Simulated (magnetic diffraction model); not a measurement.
# YbTiAg: the ordered moment from one line

Space group Pnma (no. 62), a = 7.1060 Å, b = 4.5040 Å, c = 7.8990 Å.

| site | atom | x | y | z |
| --- | --- | --- | --- | --- |
| 4c | Yb | 0.5296 | 1/4 | 0.8337 |
| 4c | Ag | 0.2174 | 3/4 | 0.8690 |
| 4c | Ti | 0.8556 | 3/4 | 0.9397 |

This is a made-up structure (elements placed in a structure type, unrelaxed), so the numbers test the method and describe no known phase.

Only Yb is taken to order (form factors of Yb3+); orders and moment sizes are assumed, and not adapted to the symmetry. Radiation: neutrons of λ = 1.594 Å, 2° to 35°; isotropic B of 0.4 Å² (Yb), 0.45 Å² (Ag) and 0.5 Å² (Ti). Simulated constant-wavelength pattern: nuclear and magnetic terms add, the magnetic one as |2.695 fm × Σ f S⊥ exp(2πi Q·r) exp(−B s²)|², summed over all Q at one angle with the factor 1/(sin²θ cos θ). For a modulated order the moment at position r is S exp(−2πi k·r) + c.c., with S = m/2 for a sine wave of amplitude m and S = m(u + iv)/2 for moments turning in a plane, u and v being orthogonal unit vectors in it; the phase factor of the sum at Q = H + k is then exp(2πi H·r). Free-ion form factors, Sears's scattering lengths of 1992, no absorption; a label names one of the reflections at its angle. The strongest nuclear line in the range is 100, and lines under 0.2 are left out.

In a first state the assumed order is k = (1/5 0 0), moments turning in the plane of [100] and [010], 3.7 μB on Yb; signs + at (0.5296, 1/4, 0.8337), + at (0.9704, 3/4, 0.3337), + at (0.0296, 1/4, 0.6663), + at (0.4704, 3/4, 0.1663), with this pattern:

```csv
2θ (°),index,nuclear,magnetic
2.57,(1/5 0 0),0.0,955.7
15.52,(4/5 0 1),0.0,19.2
17.35,(1 0 1),90.6,0.0
19.37,(6/5 0 1),0.0,10.5
23.28,(0 0 2),39.8,0.0
23.30,(9/5 0 0),0.0,9.3
23.43,(1/5 0 2),0.0,10.4
23.51,(0 1 1),55.6,0.0
23.65,(1/5 1 1),0.0,38.6
25.52,(4/5 0 2),0.0,0.8
25.72,(4/5 1 1),0.0,0.4
25.93,(2 0 0),19.0,0.0
26.09,(9/5 0 1),0.0,2.0
26.70,(1 0 2),23.4,0.0
26.89,(1 1 1),83.8,0.0
28.08,(6/5 0 2),0.0,0.6
```
(The table stops after 16 lines; 11 more lie at higher angle.)

**Question.** Nearer the ordering temperature the line at 2.57° has total intensity 468.3 on the same scale, and all moments have shrunk alike. How large is the Yb moment?

The nuclear part, 0.0, stays, so the magnetic part is 468.3 against 955.7. It goes as m², so m = 3.7 × √(468.3/955.7) = 2.59 μB; the value used was 2.59 μB.

[Logs are printed without paths, hosts, clocks, repeated set-up lines and the standing remarks that a program may print on its own settings, such as how far it seeks lower states.]
